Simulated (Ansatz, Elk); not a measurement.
## Bonding as seen by X-rays: ScTlAs2

The structure of ScTlAs2 used here is made up (a known structure type with other elements) and was relaxed beforehand with PBEsol. The aim is the Fourier transform of its all-electron density, F(hkl), set beside the sum over free spherical atoms that refinements use.

Program: Elk 11.2.3 (patched build). Level of theory: DFT, PBE, all-electron APW+lo, Dirac cores, scalar-relativistic bands, static density, no spin. Results are calculated unless marked as measured.

The structure was built from a prototype and need not be the compound's stable phase.

### 1. The structure

The structure is tetragonal, space group P4/nmm (No. 129). The conventional cell has a = 3.980 Å, b = 3.980 Å, c = 10.759 Å, α = 90.00°, β = 90.00°, γ = 90.00°. Tl has 4 Tl at 2.81 Å and 4 As at 3.33 Å nearest. Nearest to As lie 4 As at 2.81 Å and 4 Sc at 2.89 Å. Nearest to As lie 4 Sc at 2.88 Å and 4 Tl at 3.33 Å and 4 As at 3.36 Å. Nearest to Sc lie 8 As at 2.88 to 2.89 Å. Farther neighbours are not listed.

### 2. Ground state and structure factors

An all-electron density is needed, since X-rays see the cores too. Task 0 finds the density and task 195 Fourier-transforms it; tshift is off so that phases refer to the origin typed.

elk.in

```
tasks
  0
  195

xctype
  20

spinpol
  .false.

rgkmax
  7.0

gmaxvr
  14.0

lmaxo
  7

lmaxapw
  8

swidth
  0.002

tshift
  .false.

ramdisk
  .false.

hmaxvr
  5.5

maxscl
  120

epspot
  1e-06

sppath
  './'

avec
  7.52050594175 0.00000000000 0.00000000000
  0.00000000000 7.52050594175 0.00000000000
  0.00000000000 0.00000000000 20.33098784106

atoms
  3
  'Tl.in'
  2
  0.0000000000 -0.0000000000 0.0000000000   0.000000 0.000000 0.000000
  0.5000000000 0.5000000000 0.0000000000   0.000000 0.000000 0.000000
  'As.in'
  4
  -0.0000000000 0.0000000000 0.5000000000   0.000000 0.000000 0.000000
  0.5000000000 0.5000000000 0.5000000000   0.000000 0.000000 0.000000
  0.5000000000 0.0000000000 0.2486156137   0.000000 0.000000 0.000000
  -0.0000000000 0.5000000000 0.7513843863   0.000000 0.000000 0.000000
  'Sc.in'
  2
  0.5000000000 0.0000000000 0.6948432708   0.000000 0.000000 0.000000
  -0.0000000000 0.5000000000 0.3051567292   0.000000 0.000000 0.000000

ngridk
  6 6 2
```

On the command line:

```sh
OMP_NUM_THREADS=4 elk
```

Numbers of over 12 decimals in the logs are rounded to 6 here.

Log:

```text
┌─────────────────────────┐
│ Elk code version 11.2.3 │
└─────────────────────────┘

All units are atomic (Hartree, Bohr, etc.)

┌─────────────────────────────────────────────────┐
│ Ground-state run starting from atomic densities │
└─────────────────────────────────────────────────┘

Lattice vectors :
   7.520505942       0.000000000       0.000000000
   0.000000000       7.520505942       0.000000000
   0.000000000       0.000000000       20.33098784

Reciprocal lattice vectors :
  0.8354737508       0.000000000       0.000000000
   0.000000000      0.8354737508       0.000000000
   0.000000000       0.000000000      0.3090447624

Unit cell volume      :    1149.880206
Brillouin zone volume :   0.2157183089

Muffin-tin inner radius fraction :   0.1000000000E-01

Nuclei treated as point charges

Species : 1 (Tl)
 parameters loaded from : Tl.in
 name : thallium
 nuclear charge    :   -81.00000000
 electronic charge :    81.00000000
 atomic mass :    372567.9643
 muffin-tin radius :    2.633900375
 number of radial points in muffin-tin :   1393
 inner part over the whole radius :   0.9949147937E-02
 number on inner part of muffin-tin    :    999
 approximate nuclear radius :   0.1043008296E-03
 number of mesh points to nuclear radius :    527
 atomic positions (lattice), magnetic fields (Cartesian) :
  1 :   0.00000000  0.00000000  0.00000000    0.00000000  0.00000000  0.00000000
  2 :   0.50000000  0.50000000  0.00000000    0.00000000  0.00000000  0.00000000

Species : 2 (As)
 parameters loaded from : As.in
 name : arsenic
 nuclear charge    :   -33.00000000
 electronic charge :    33.00000000
 atomic mass :    136573.7220
 muffin-tin radius :    2.400000000
 number of radial points in muffin-tin :    993
 inner part over the whole radius :   0.9862024899E-02
 number on inner part of muffin-tin    :    702
 approximate nuclear radius :   0.7712558785E-04
 number of mesh points to nuclear radius :    341
 atomic positions (lattice), magnetic fields (Cartesian) :
  1 :   0.00000000  0.00000000  0.50000000    0.00000000  0.00000000  0.00000000
  2 :   0.50000000  0.50000000  0.50000000    0.00000000  0.00000000  0.00000000
  3 :   0.50000000  0.00000000  0.24861561    0.00000000  0.00000000  0.00000000
  4 :   0.00000000  0.50000000 -0.24861561    0.00000000  0.00000000  0.00000000

Species : 3 (Sc)
 parameters loaded from : Sc.in
 name : scandium
 nuclear charge    :   -21.00000000
 electronic charge :    21.00000000
 atomic mass :    81949.61073
 muffin-tin radius :    2.400000000
 number of radial points in muffin-tin :    993
 inner part over the whole radius :   0.9898716403E-02
 number on inner part of muffin-tin    :    698
 approximate nuclear radius :   0.6711386133E-04
 number of mesh points to nuclear radius :    323
 atomic positions (lattice), magnetic fields (Cartesian) :
  1 :   0.50000000  0.00000000 -0.30515673    0.00000000  0.00000000  0.00000000
  2 :   0.00000000  0.50000000  0.30515673    0.00000000  0.00000000  0.00000000

Total number of atoms per unit cell :    8
Total muffin-tin volume :    500.5143745
 ratio of muffin-tin to unit cell volume :   0.4352752330

Spin treatment :
 spin-unpolarised

Number of Bravais lattice symmetries :   16
Number of crystal symmetries         :   16
Crystal has no inversion symmetry
Complex Hermitian eigensolver will be used

k-point grid :      6     6     2
k-point offset :    0.000000000       0.000000000       0.000000000
k-point set is reduced with full crystal symmetry group
Total number of k-points :       20

Muffin-tin radius times maximum |G+k| :    7.000000000
 using average radius
Maximum |G+k| for APW functions       :    2.847293437
Maximum (1/2)|G+k|²                   :    4.053539959
Maximum |G| for potential and density :    14.00000000
Constant for pseudocharge density :    9
 order of it for each species :   16  16  16
 order of it for pair densities of each species (exact exchange by exxq0 0: 17) :   11   9   9
Radial integration step length :    1

[...]
electron entropic           :    -0.12315050934845E-02
 total energy                :     -51152.829666349

Density of states at Fermi energy :    96.40705886
 (states/Hartree/unit cell)

Estimated indirect band gap :   0.3932283806E-02
 from k-point 10 to k-point 7
Estimated direct band gap   :   0.1141138145E-01
 at k-point 13

Charges :
 core                        :    216.0000000
 valence                     :    120.0000000
 interstitial                :    13.51640675
 muffin-tins (core leakage)
  species : 1 (Tl)
[...]
species : 2 (As)
[...]
species : 3 (Sc)
[...]
total in muffin-tins        :    322.4835932
 total calculated charge     :    335.9985381
 total charge                :    336.0000000
 error                       :   0.1461913781E-02

RMS change in Kohn-Sham potential (target) :   0.2962846835     (  0.1000000000E-05)
Absolute change in total energy (target)   :   0.8281838451     (  0.1000000000E-03)

[... loops 3 to 17 left out ...]

┌──────────────────┐
│ Loop number : 18 │
└──────────────────┘

Energies :
 Fermi                       :     0.265934
 sum of occupied eigenvalues :     -31150.827982686
 electron kinetic            :      57820.005417933
 core electron kinetic       :      56519.740210819
 Coulomb                     :     -107792.27932835
 Coulomb potential           :     -87432.956095664
 nuclear-nuclear             :     -3767.2881103865
 electron-nuclear            :     -120700.46370275
 Hartree                     :      16675.472484791
 Madelung                    :     -64075.801280517
 xc potential                :     -1537.8773049542
 exchange                    :     -1159.5076745786
 correlation                 :     -18.283525551374
 electron entropic           :    -0.13492667004913E-02
 total energy                :     -51150.066459813

Density of states at Fermi energy :    100.1588191
 (states/Hartree/unit cell)

Estimated indirect band gap :   0.4005022014E-03
 from k-point 15 to k-point 11
Estimated direct band gap   :   0.6160366907E-02
 at k-point 3

Charges :
 core                        :    216.0000000
 valence                     :    120.0000000
 interstitial                :    13.28414883
 muffin-tins (core leakage)
  species : 1 (Tl)
[...]
species : 2 (As)
[...]
species : 3 (Sc)
[...]
total in muffin-tins        :    322.7158512
 total calculated charge     :    335.9985497
 total charge                :    336.0000000
 error                       :   0.1450296418E-02

RMS change in Kohn-Sham potential (target) :   0.3115422414E-06 (  0.1000000000E-05)
Absolute change in total energy (target)   :   0.8938873361E-04 (  0.1000000000E-03)

Convergence targets achieved

┌──────────────────┐
│ Loop number : 19 │
└──────────────────┘

Energies :
 Fermi                       :     0.265934
 sum of occupied eigenvalues :     -31150.827987965
 electron kinetic            :      57820.005408949
 core electron kinetic       :      56519.740206622
 Coulomb                     :     -107792.27932626
 Coulomb potential           :     -87432.956130502
 nuclear-nuclear             :     -3767.2881103865
 electron-nuclear            :     -120700.46366345
 Hartree                     :      16675.472447576
 Madelung                    :     -64075.801261010
 xc potential                :     -1537.8772664125
 exchange                    :     -1159.5076745651
 correlation                 :     -18.283525540869
 electron entropic           :    -0.13492666261580E-02
 total energy                :     -51150.066466683

Density of states at Fermi energy :    100.1587900
 (states/Hartree/unit cell)

Estimated indirect band gap :   0.4005005178E-03
 from k-point 15 to k-point 11
Estimated direct band gap   :   0.6160362746E-02
 at k-point 3

Charges :
 core                        :    216.0000000
 valence                     :    120.0000000
 interstitial                :    13.28414858
 muffin-tins (core leakage)
  species : 1 (Tl)
[...]
species : 2 (As)
[...]
atom 4                    :    31.43275189     (  0.1415420105E-03)
  species : 3 (Sc)
   atom 1                    :    19.08428331     ( -0.2163473916E-06)
   atom 2                    :    19.08428331     ( -0.2163473916E-06)
 total in muffin-tins        :    322.7158514
 total calculated charge     :    335.9985497
 total charge                :    336.0000000
 error                       :   0.1450296476E-02

┌──────────────────────────────┐
│ Self-consistent loop stopped │
└──────────────────────────────┘

Warning : core states of species 1 leak from the muffin-tin :   0.1005409985E-03

Warning : core states of species 2 leak from the muffin-tin :   0.1415420105E-03

Wrote STATE.OUT
```

Elapsed: 1.9 min, on 4 threads of Arm Neoverse V1, shared host; peak memory 0.46 GiB; 5.6 min of CPU time.

SFACRHO.OUT:

```text

h k l indices transformed by vhmat matrix:
   1.000000000       0.000000000       0.000000000    
   0.000000000       1.000000000       0.000000000    
   0.000000000       0.000000000       1.000000000    

      h      k      l  multipl.   |H|            Re(F)            Im(F)           |F|

      0      0      0      1   0.0000000       336.00000      0.18069708E-16   336.00000    
      0      0     -1      2  0.30904476       81.825281     -0.99736209E-14   81.825281    
      0      0      2      2  0.61808952       125.45762     -0.33910311E-13   125.45762    
     -1      0      0      4  0.83547375     -0.19947242E-14  0.47186366E-13  0.47228509E-13
      1      0     -1      4  0.89080023      0.79788968E-14   25.949410       25.949410    
     -1      0      1      4  0.89080023      0.79788968E-14  -25.949410       25.949410    
      0      0      3      2  0.92713429       117.83789     -0.70812709E-13   117.83789    
      0     -1     -2      4   1.0392550      0.39894484E-14  -22.155034       22.155034    
      1      0     -2      4   1.0392550     -0.79788968E-14   22.155034       22.155034    
      1     -1      0      4   1.1815383       109.90464     -0.69095424E-14   109.90464    
      1      1      1      8   1.2212868       96.377867      0.21941966E-13   96.377867    
      0      0     -4      2   1.2361790       252.90058     -0.17952518E-13   252.90058    
      0      1     -3      4   1.2480362      0.29920863E-13   38.040577       38.040577    
      0      1      3      4   1.2480362      0.23936690E-13  -38.040577       38.040577    
     -1     -1      2      8   1.3334420       265.26778     -0.75799519E-13   265.26778    
      1      0     -4      4   1.4920305      0.23936690E-13  -29.966698       29.966698    
      1      0      4      4   1.4920305      0.24934052E-14   29.966698       29.966698    
      1      1      3      8   1.5018691       59.421788     -0.28923501E-13   59.421788
```

Elk indexes on the primitive cell of elk.in and gives |H| = 4π sin θ/λ in inverse bohr. Below, one row stands for each form hkl of the conventional cell (m members, Friedel mates merged), F is for one primitive cell and the density is static (no thermal factor). Free-atom factors are Waasmaier and Kirfel's, and R is Σm||F|−|F'||/Σm|F|.

| hkl | m | sin θ/λ (Å⁻¹) | abs F, DFT | neutral atoms | diff. | abs of complex diff. |
| --- | --- | --- | --- | --- | --- | --- |
| 001 | 2 | 0.046 | 81.825 | 81.986 | -0.161 | 0.161 |
| 002 | 2 | 0.093 | 125.458 | 125.914 | -0.456 | 0.456 |
| 100 | 4 | 0.126 | 0.000 | 0.000 | +0.000 | 0.000 |
| 101 | 8 | 0.134 | 25.949 | 25.713 | +0.236 | 0.236 |
| 003 | 2 | 0.139 | 117.838 | 117.783 | +0.055 | 0.055 |
| 102 | 8 | 0.156 | 22.155 | 21.994 | +0.161 | 0.161 |
| 110 | 4 | 0.178 | 109.905 | 109.732 | +0.173 | 0.173 |
| 111 | 8 | 0.184 | 96.378 | 96.726 | -0.348 | 0.348 |
| 004 | 2 | 0.186 | 252.901 | 252.791 | +0.110 | 0.110 |
| 103 | 8 | 0.188 | 38.041 | 37.713 | +0.327 | 0.327 |
| 112 | 8 | 0.201 | 265.268 | 265.655 | -0.387 | 0.387 |
| 104 | 8 | 0.224 | 29.967 | 30.147 | -0.181 | 0.181 |
| 113 | 8 | 0.226 | 59.422 | 59.461 | -0.039 | 0.039 |
| 005 | 2 | 0.232 | 56.689 | 56.512 | +0.177 | 0.177 |
| 200 | 4 | 0.251 | 253.301 | 254.196 | -0.895 | 0.895 |
| 201 | 8 | 0.256 | 71.464 | 71.531 | -0.068 | 0.068 |
| 114 | 8 | 0.257 | 123.271 | 123.548 | -0.277 | 0.277 |
| 105 | 8 | 0.264 | 51.870 | 52.081 | -0.211 | 0.211 |
| 202 | 8 | 0.268 | 106.473 | 106.430 | +0.043 | 0.043 |
| 006 | 2 | 0.279 | 137.215 | 137.813 | -0.598 | 0.598 |
| 210 | 8 | 0.281 | 0.000 | 0.000 | +0.000 | 0.000 |
| 211 | 16 | 0.285 | 22.064 | 22.358 | -0.294 | 0.294 |

### 3. The highest occupied states alone

An energy window below the Fermi level keeps the highest occupied states, to see at which angles they scatter; shallow core shells can lie inside it and anion s states outside. No new self-consistency is needed.

Changes to elk.in since step 2:

```diff
@@ -1,3 +1,2 @@
 tasks
-  0
   195
@@ -40,2 +39,5 @@
 
+wsfac
+  -0.285310 0.565930
+
 sppath
```

On the command line:

```sh
OMP_NUM_THREADS=4 elk
```

Log:

```text
┌─────────────────────────────────┐
│ Elk code version 11.2.3 started │
└─────────────────────────────────┘

Info(readinput): the functional depends on the density's gradient
 muffin-tin radial points multiplied by    2.00000
 (not where nrmtscf is given)

┌────────────────────┐
│ Current task : 195 │
└────────────────────┘
Info(checkmt): changed muffin-tin radius of species 1 (Tl) from   2.8000 to   2.6339

Info(sfacrho): density structure factors written to SFACRHO.OUT

 Energy window :  -0.2853100000      0.5659300000

┌──────────────────┐
│ Elk code stopped │
└──────────────────┘
```

The job ended after 32 s (4 threads; peak memory 0.23 GiB).

States within 15 eV below the Fermi level hold 52.00 electrons; any levels below the window count with the cores. Their amplitudes can exceed the total, where window and core parts have opposite phase:

| hkl | sin θ/λ (Å⁻¹) | abs F, window | abs F, all |
| --- | --- | --- | --- |
| 001 | 0.046 | 13.652 | 81.825 |
| 002 | 0.093 | 17.961 | 125.458 |
| 100 | 0.126 | 0.000 | 0.000 |
| 101 | 0.134 | 3.220 | 25.949 |
| 003 | 0.139 | 13.125 | 117.838 |
| 102 | 0.156 | 0.955 | 22.155 |
| 110 | 0.178 | 11.866 | 109.905 |
| 111 | 0.184 | 9.765 | 96.378 |
| 004 | 0.186 | 16.363 | 252.901 |
| 103 | 0.188 | 1.983 | 38.041 |

### 4. Another functional

The difference from free atoms is small, so it is set against the change that LDA (Perdew-Wang) makes.

Changes to elk.in since step 3:

```diff
@@ -1,2 +1,3 @@
 tasks
+  0
   195
@@ -4,3 +5,3 @@
 xctype
-  20
+  3
 
@@ -39,5 +40,2 @@
 
-wsfac
-  -0.285310 0.565930
-
 sppath
```

On the command line:

```sh
OMP_NUM_THREADS=4 elk
```

Log:

```text
┌─────────────────────────┐
│ Elk code version 11.2.3 │
└─────────────────────────┘

All units are atomic (Hartree, Bohr, etc.)

┌─────────────────────────────────────────────────┐
│ Ground-state run starting from atomic densities │
└─────────────────────────────────────────────────┘

Lattice vectors :
   7.520505942       0.000000000       0.000000000
   0.000000000       7.520505942       0.000000000
   0.000000000       0.000000000       20.33098784

Reciprocal lattice vectors :
  0.8354737508       0.000000000       0.000000000
[...]
species : 1 (Tl)
[...]
species : 2 (As)
[...]
species : 3 (Sc)
   atom 1                    :    19.10065494     ( -0.3512620241E-05)
   atom 2                    :    19.10065494     ( -0.3512620241E-05)
 total in muffin-tins        :    322.8124651
 total calculated charge     :    335.9985589
 total charge                :    336.0000000
 error                       :   0.1441129559E-02

┌──────────────────────────────┐
│ Self-consistent loop stopped │
└──────────────────────────────┘

Warning : core states of species 2 leak from the muffin-tin :   0.1395560307E-03

Wrote STATE.OUT
[key lines of the parts left out:]
total energy                :     -51112.521957429
```

The job ended after 76 s (4 threads; peak memory 0.25 GiB; 4 min of CPU time).

Against the first run R = 0.03 %; the largest change is -0.081 at 220.

### 5. Basis size

The basis and the expansions that go with it are enlarged, to see whether the differences are converged.

Changes to elk.in since step 4:

```diff
@@ -5,3 +5,3 @@
 xctype
-  3
+  20
 
@@ -11,12 +11,12 @@
 rgkmax
-  7.0
+  8.5
 
 gmaxvr
-  14.0
+  18.0
 
 lmaxo
-  7
+  9
 
 lmaxapw
-  8
+  10
```

On the command line:

```sh
OMP_NUM_THREADS=4 elk
```

Log:

```text
┌─────────────────────────┐
│ Elk code version 11.2.3 │
└─────────────────────────┘

All units are atomic (Hartree, Bohr, etc.)

┌─────────────────────────────────────────────────┐
│ Ground-state run starting from atomic densities │
└─────────────────────────────────────────────────┘

Lattice vectors :
   7.520505942       0.000000000       0.000000000
   0.000000000       7.520505942       0.000000000
   0.000000000       0.000000000       20.33098784

Reciprocal lattice vectors :
  0.8354737508       0.000000000       0.000000000
[...]
species : 3 (Sc)
   atom 1                    :    19.09230667     ( -0.2163450379E-06)
   atom 2                    :    19.09230667     ( -0.2163450379E-06)
 total in muffin-tins        :    322.7632348
 total calculated charge     :    335.9991864
 total charge                :    336.0000000
 error                       :   0.8135866791E-03

┌──────────────────────────────┐
│ Self-consistent loop stopped │
└──────────────────────────────┘

Warning : core states of species 1 leak from the muffin-tin :   0.1005913167E-03

Warning : core states of species 2 leak from the muffin-tin :   0.1414324584E-03

Wrote STATE.OUT
[key lines of the parts left out:]
total energy                :     -51150.099882357
```

Elapsed: 5.1 min, on 4 threads; peak memory 0.69 GiB.

Against the first run R = 0.01 %; the largest change is -0.018 at 312.

### 6. Settings against the effect

| run | R against the first run (%) | R against neutral atoms, low angle (%) | wall time |
| --- | --- | --- | --- |
| PBE, rgkmax 7 | 0.00 | 0.26 | 1.9 min |
| LDA (Perdew-Wang) | 0.03 | 0.26 | 76 s |
| rgkmax 8.5 with larger expansions | 0.01 | 0.26 | 5.1 min |

### 7. What came out

| Item | Value |
| --- | --- |
| R against neutral atoms, sin θ/λ < 0.3 Å⁻¹ | 0.26 % |
| R against neutral atoms, 0.3 to 0.64 Å⁻¹ | 0.12 % |

Independent neutral atoms miss the calculated amplitudes by R = 0.26 % below 0.3 Å⁻¹ and 0.12 % from there to 0.64 Å⁻¹; by shells, 0.38 % below 0.15 Å⁻¹ (4 forms), 0.25 % 0.15 to 0.3 (19 forms), 0.14 % 0.3 to 0.45 (36 forms), 0.11 % above 0.45 (83 forms). Bonding, aspherical density and the tables' own atoms all enter these figures, and the runs don't part them. The largest change of an amplitude is -0.90 electrons, at 200. The window's part falls from 52.0 electrons at the origin to at most 0.69 between 0.45 and 0.64 Å⁻¹. The window holds more than the 32 outer electrons of the free atoms, so shallow core shells lie inside it. Below 0.3 Å⁻¹ the changes that finished (LDA (Perdew-Wang) and rgkmax 8.5 with larger expansions) move F by R = 0.02 % at most, against the 0.26 % that separates it from free atoms. The k-mesh has no finished test. Spin-orbit coupling is left out, which can matter for elements this heavy. Part of the difference isn't bonding: the tables are fits to free atoms and ions calculated by other methods than this functional. Thermal motion, anomalous dispersion and extinction are left out.

[Logs are printed without paths, hosts, clocks, repeated set-up lines and the standing remarks that a program may print on its own settings, such as how far it seeks lower states.]

[Hosts, paths, dates, database ids (printed as entryN), source tags and the programs' standing remarks are cut or masked in the printed files.]
